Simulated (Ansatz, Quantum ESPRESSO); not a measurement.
## CsSbSe3 (Pm-3m): zone-centre phonons

Aim: the zone-centre modes of CsSbSe3 (Pm-3m).

Method: DFT LDA, scalar-relativistic, plane waves, PseudoDojo norm-conserving pseudopotentials, in Quantum ESPRESSO 8.0 development, patched.

This is a report of a sequence of runs, with most program output left out.

The structure was built from a prototype and need not be the compound's stable phase.

## (1) The starting structure

Symmetry: Pm-3m, No. 221, cubic system. Conventional cell: a = 5.316 Å, b = 5.316 Å, c = 5.316 Å, α = 90.00°, β = 90.00°, γ = 90.00°. Cs has 12 Se at 3.76 Å nearest. Nearest to Sb lie 6 Se at 2.66 Å. Se has 2 Sb at 2.66 Å and 4 Cs at 3.76 Å nearest. Farther neighbours and most contacts between anions are not listed.

## (2) A probe with smearing

A cheap run with smearing and empty bands tells whether the crystal has a gap, which decides between fixed occupations and smearing later on.

Input file probe.in:

```
 &control
    calculation='scf',
    prefix='x',
    outdir='./tmp',
    pseudo_dir='./pseudo',
    tprnfor=.true.,
    tstress=.true.,
    verbosity='high',
 /
 &system
    ibrav=1,
    celldm(1)=10.04502819,
    nat=5,
    ntyp=3,
    ecutwfc=86.0,
    occupations='smearing',
    smearing='gaussian',
    degauss=0.01,
 /
 &electrons
    conv_thr=1.0d-07,
    mixing_beta=0.7,
    electron_maxstep=100,
 /
ATOMIC_SPECIES
 Cs    132.9055  Cs.upf
 Sb    121.7600  Sb.upf
 Se     78.9710  Se.upf
ATOMIC_POSITIONS crystal
 Cs     0.000000000   0.000000000   0.000000000
 Sb     0.500000000   0.500000000   0.500000000
 Se     0.500000000   0.500000000   0.000000000
 Se     0.500000000   0.000000000   0.500000000
 Se     0.000000000   0.500000000   0.500000000
K_POINTS automatic
 4 4 4 0 0 0
```

Run with:

```sh
$ OMP_NUM_THREADS=1 mpirun -n 4 pw.x -nk 4 -in probe.in > probe.out
```

Run time: 16 s. Hardware: 4 MPI ranks of Intel Xeon 6975P-C (Granite Rapids), shared host; 63 s of CPU time.

Numbers from this step:

| Property | Result |
| --- | --- |
| volume per atom | 30.04 Å³ |
| pressure | -0.343 GPa |
| gap on the k-mesh | 0 eV |

No gap opens on this mesh, so smearing is kept; the start stands at -0.34 GPa.

## (3) Relaxing the cell and atoms

The relaxation runs at a cutoff a fifth above that of the response, since stress converges more slowly with the basis than frequencies do. Forces and stress are brought to rest with tight thresholds.

Input file relax.in:

```
 &control
    calculation='vc-relax',
    prefix='x',
    outdir='./tmp',
    pseudo_dir='./pseudo',
    tprnfor=.true.,
    tstress=.true.,
    forc_conv_thr=2.0d-05,
    etot_conv_thr=1.0d-07,
    nstep=40,
 /
 &system
    ibrav=1,
    celldm(1)=10.04502819,
    nat=5,
    ntyp=3,
    ecutwfc=103,
    occupations='smearing',
    smearing='mv',
    degauss=0.02,
 /
 &electrons
    conv_thr=1.0d-11,
    mixing_beta=0.7,
    electron_maxstep=100,
 /
 &ions
 /
 &cell
    press_conv_thr=0.2,
 /
ATOMIC_SPECIES
 Cs    132.9055  Cs.upf
 Sb    121.7600  Sb.upf
 Se     78.9710  Se.upf
ATOMIC_POSITIONS crystal
 Cs     0.000000000   0.000000000   0.000000000
 Sb     0.500000000   0.500000000   0.500000000
 Se     0.500000000   0.500000000   0.000000000
 Se     0.500000000   0.000000000   0.500000000
 Se     0.000000000   0.500000000   0.500000000
K_POINTS automatic
 6 6 6 0 0 0
```

Run with:

```sh
$ OMP_NUM_THREADS=1 mpirun -n 4 pw.x -nk 4 -in relax.in > relax.out
```

Run time: 4.2 min. Hardware: 4 MPI ranks; 17 min of CPU time.

The steps of the relaxation:

```csv
step,energy less that of the first step (eV),largest force (eV/Å),pressure (GPa),volume (Å³)
1,0.0000,0.0000,0.21,150.20
2,-0.0002,0.0000,0.16,150.35
3,-0.0003,0.0000,0.11,150.53
4,-0.0004,0.0000,0.03,150.79
5,-0.0004,0.0000,0.00,150.88
6,-0.0004,0.0000,0.00,150.88
7,-0.0005,0.0000,0.00,150.88
```

```csv
"conventional cell, symmetrised",before,after,change
a (Å),5.316,5.324,+0.2 %
b (Å),5.316,5.324,+0.2 %
c (Å),5.316,5.324,+0.2 %
volume (Å³/atom),30.04,30.18,+0.5 %
```

The relaxed structure:

```xyz
5
Lattice="5.3236 0.0000 0.0000 0.0000 5.3236 0.0000 0.0000 0.0000 5.3236" Properties=species:S:1:pos:R:3 pbc="T T T"
Cs    0.0000    0.0000    0.0000
Sb    2.6618    2.6618    2.6618
Se    2.6618    2.6618    0.0000
Se    2.6618    0.0000    2.6618
Se    0.0000    2.6618    2.6618
```

The last row of the table of steps is pw.x's closing run on a basis chosen anew for the final cell, so its energy can jump.

This step gave:

* volume per atom: 30.18 Å³
* pressure: 0 GPa

The volume changes by +0.5 % from the cell with which this run began.

## (4) Ground state

The response is built on this ground state, so it is converged far tighter than an energy would need. Smearing stays on, as the first look found no gap above 0.3 eV.

Input file scf.in:

```
 &control
    calculation='scf',
    prefix='x',
    outdir='./tmp',
    pseudo_dir='./pseudo',
    tprnfor=.true.,
    tstress=.true.,
 /
 &system
    ibrav=1,
    celldm(1)=10.0601858,
    nat=5,
    ntyp=3,
    ecutwfc=86.0,
    occupations='smearing',
    smearing='mv',
    degauss=0.02,
 /
 &electrons
    conv_thr=1.0d-12,
    mixing_beta=0.7,
    electron_maxstep=100,
 /
ATOMIC_SPECIES
 Cs    132.9055  Cs.upf
 Sb    121.7600  Sb.upf
 Se     78.9710  Se.upf
ATOMIC_POSITIONS crystal
 Cs     0.000000000   0.000000000   0.000000000
 Sb     0.500000000   0.500000000   0.500000000
 Se     0.500000000   0.500000000   0.000000000
 Se     0.500000000   0.000000000   0.500000000
 Se     0.000000000   0.500000000   0.500000000
K_POINTS automatic
 6 6 6 0 0 0
```

Run with:

```sh
$ OMP_NUM_THREADS=1 mpirun -n 4 pw.x -nk 4 -in scf.in > scf.out
```

The job ended after 37 s (4 MPI ranks).

Numbers from this step:

| Item | Value |
| --- | --- |
| pressure | -0.002 GPa |

The cell stands at -0.002 GPa, close enough for phonons.

## (5) Zone-centre response

At q = 0 one unit cell holds all displacements; symmetry groups them into irreducible representations that are solved one by one. With smeared occupations no response to a homogeneous field can be asked.

Input file ph.in:

```
phonons
 &inputph
    prefix='x',
    outdir='./tmp',
    fildyn='g.dyn',
    tr2_ph=1.0d-18,
    alpha_mix(1)=0.4,
    nmix_ph=8,
 /
0.000000000000 0.000000000000 0.000000000000
```

Run with:

```sh
$ OMP_NUM_THREADS=1 mpirun -n 4 ph.x -nk 4 -in ph.in > ph.out
```

It took 37 min on 4 MPI ranks; 2.4 h of CPU time.

Numbers from this step:

| Item | Value |
| --- | --- |
| largest acoustic frequency at the zone centre before the sum rule | -1.55 cm⁻¹ |
| highest optical zone-centre mode (no LO-TO term) | 127.2 cm⁻¹ |
| lowest optical zone-centre mode | -66.4 cm⁻¹ |

The acoustic modes at Γ come out as far as 1.6 cm⁻¹ from zero, where they should vanish, a small numerical error. The lowest optical mode is imaginary, 66i cm⁻¹, an instability at this level and on this k mesh.

## (6) Modes with the sum rule

A rigid shift of the crystal must cost nothing, but grids and finite bases break this; the acoustic sum rule is imposed before the matrix is diagonalised again.

Input file dynmat.in:

```
 &input
    fildyn='g.dyn',
    asr='simple',
    fileig='dynmat.eig',
 /
```

Run with:

```sh
$ dynmat.x -in dynmat.in > dynmat.out
```

Wall time 0.69 s (1 thread).

Numbers from this step:

```
lowest optical zone-centre mode : -66.39 cm⁻¹
```

Unit eigenvectors of the mass-weighted matrix after the sum rule; no LO-TO term. Modes at Γ, with each element's share of the kinetic energy (negative means imaginary):

```csv
mode,frequency (cm⁻¹),Cs %,Sb %,Se %
1,-66.4,4,49,48
2,-66.4,4,49,48
3,-66.4,4,49,48
4,0.0,27,25,48
5,0.0,27,25,48
6,0.0,27,25,48
7,26.5,0,0,100
8,26.5,0,0,100
9,26.5,0,0,100
10,68.6,69,2,29
11,68.6,69,2,29
12,68.6,69,2,29
13,127.2,0,25,75
14,127.2,0,25,75
15,127.2,0,25,75
```

Displacements in mode 3 (-66.4 cm⁻¹), the largest set to 1:
```
Cs1 -0.07 -0.26  0.00
Sb2  0.28  1.00  0.00
Se3 -0.22 -0.80  0.00
Se4 -0.22  0.49  0.00
Se5  0.14 -0.80  0.00
```

Displacements in mode 13 (127.2 cm⁻¹), the largest set to 1:
```
Cs1  0.01  0.04  0.00
Sb2 -0.07 -0.48  0.00
Se3 -0.02 -0.16  0.00
Se4 -0.02  1.00  0.00
Se5  0.14 -0.16  0.00
```

The rule moves no optical mode by more than 0.2 cm⁻¹.

## (7) Sum rules set otherwise (asr crystal)

The rule can be imposed in more than one way; the choices should agree where the raw error is small.

Input file dynmat.in:

```
 &input
    fildyn='g.dyn',
    asr='crystal',
    fileig='dynmat.eig',
 /
```

Run with:

```sh
$ dynmat.x -in dynmat.in > dynmat.out
```

Run time: 0.59 s. Hardware: 1 thread.

Zone-centre frequencies as printed; negative means imaginary. Modes:

```csv
mode,frequency (cm⁻¹)
1,-66.39
2,-66.39
3,-66.39
4,0
5,0
6,0
7,26.31
8,26.31
9,26.31
10,68.62
11,68.62
12,68.62
13,127.2
14,127.2
15,127.2
```

Against the first rule no mode moves by more than 0.2 cm⁻¹.

## (8) Sum rules set otherwise: a sum rule for molecules or wires on a crystal

This rule also removes rotations, which suits molecules and not a crystal; it is tried to see the harm.

Input file dynmat.in:

```
 &input
    fildyn='g.dyn',
    asr='zero-dim',
    fileig='dynmat.eig',
 /
```

Run with:

```sh
$ dynmat.x -in dynmat.in > dynmat.out
```

Wall time 0.59 s (1 thread).

The program raised no error, yet the settings are not those of a careful run.

The fault: a sum rule for molecules or wires on a crystal; 3 optical modes are projected out to zero frequency, as if they were rotations.

For a crystal the rule has to be 'simple' or 'crystal'.

Zone-centre frequencies as printed; negative means imaginary. Modes:

```csv
mode,frequency (cm⁻¹)
1,-66.39
2,-42.2
3,-42.2
4,0
5,0
6,0
7,0
8,0
9,0
10,54.42
11,54.42
12,68.62
13,125.6
14,125.6
15,127.2
```

## (9) A second program

The same cell goes through another code at the same cutoff. The files are of one family, but Ansatz's library holds files of its own making for some heavy elements, so those for Sb may differ. Its k mesh is centred on Γ.

This step: DFT LDA, scalar-relativistic, plane waves, norm-conserving pseudopotentials of its library (PseudoDojo's, some remade) (Ansatz 0.2.0).

Input file input.yaml:

```yaml
crystal:
  lattice:
    - [5.3236210607, 0.0, 0.0]
    - [0.0, 5.3236210607, 0.0]
    - [0.0, 0.0, 5.3236210607]
  atoms:
    - { symbol: Cs, position: [0.0, 0.0, 0.0] }
    - { symbol: Sb, position: [0.5, 0.5, 0.5] }
    - { symbol: Se, position: [0.5, 0.5, 0.0] }
    - { symbol: Se, position: [0.5, 0.0, 0.5] }
    - { symbol: Se, position: [0.0, 0.5, 0.5] }
kpoints:
  mp_grid: { grid: [6, 6, 6] }
hamiltonian:
  xc: lda
  pseudopotentials: { kind: nc, accuracy: standard }
scf:
  occupations: { method: cold, width: 0.27211 }
output:
  eigenvalues: true
basis:
  ecutwfc: 1170.09
phonons:
  method: dfpt
```

Run with:

```sh
$ ansatz run input.yaml --threads 4 --pin off --max-ram 16384MiB --backend cpu --events-out ev --progress --plain --runs-dir out
```

Run time: 2.4 min. Hardware: 4 threads; peak memory 4.9 GiB.

This step gave:

- sum-rule residual before enforcement: 5.36e-4 eV/Å²
- lowest optical zone-centre mode: -66.34 cm⁻¹

## (10) The two compared: QE PseudoDojo and Ansatz, library NC

Numbers from this step:

- root-mean-square difference: 0.06 cm⁻¹
- largest difference: 0.11 cm⁻¹

The 12 of 12 modes that differ most. Frequencies side by side:

```csv
q (reciprocal lattice),mode,QE PseudoDojo (cm⁻¹),"Ansatz, library NC (cm⁻¹)"
0 0 0,1,-66.39,-66.34
0 0 0,2,-66.39,-66.34
0 0 0,3,-66.39,-66.34
0 0 0,7,26.49,26.6
0 0 0,8,26.49,26.6
0 0 0,9,26.49,26.6
0 0 0,10,68.63,68.63
0 0 0,11,68.63,68.63
0 0 0,12,68.63,68.63
0 0 0,13,127.2,127.2
0 0 0,14,127.2,127.2
0 0 0,15,127.2,127.2
```

At the zone centre the largest difference (acoustic modes at Γ apart) is 0.09 % of the highest mode.

## (11) What came out

```
space group after relaxation                                           : Pm-3m
volume per atom                                                        : 30.2 Å³
highest optical zone-centre mode (no LO-TO term)                       : 127.2 cm⁻¹
lowest optical zone-centre mode                                        : -66.4 cm⁻¹
imaginary optical modes at the zone centre (no q mesh in this session) : yes
largest difference from Ansatz, library NC                             : 0.11 cm⁻¹
```

What this shows: At the LDA level the optical modes of CsSbSe3 (Pm-3m) at the zone centre run from 66i to 127 cm⁻¹, so the structure is a saddle point, with 3 modes beyond 10i cm⁻¹ there. Of the 12 optical modes, 9 are infrared active alone and 3 are silent. QE PseudoDojo and Ansatz, library NC agree to 0.11 cm⁻¹ (0.09 % of the highest mode compared) on all solved modes but the acoustic ones at Γ, without the LO-TO term. These are harmonic frequencies at zero temperature: anharmonic shifts and linewidths and thermal expansion are left out. Spin-orbit coupling is left out, which can matter for the heavy elements here. In a metal the frequencies hang on the k mesh and the smearing, most of all near Kohn anomalies. The build is a development version in which the Raman tensors of release 7.5 are mended; dynmat.x leaves out the electro-optic term of LO lines. The structure is a hypothetical one, built on a prototype.

[Host names and launcher messages were left out of these logs when they were recorded.]

[Logs are printed without paths, hosts, clocks, repeated set-up lines and the standing remarks that a program may print on its own settings, such as how far it seeks lower states.]

[Hosts, paths, dates, database ids (printed as entryN), source tags and the programs' standing remarks are cut or masked in the printed files.]
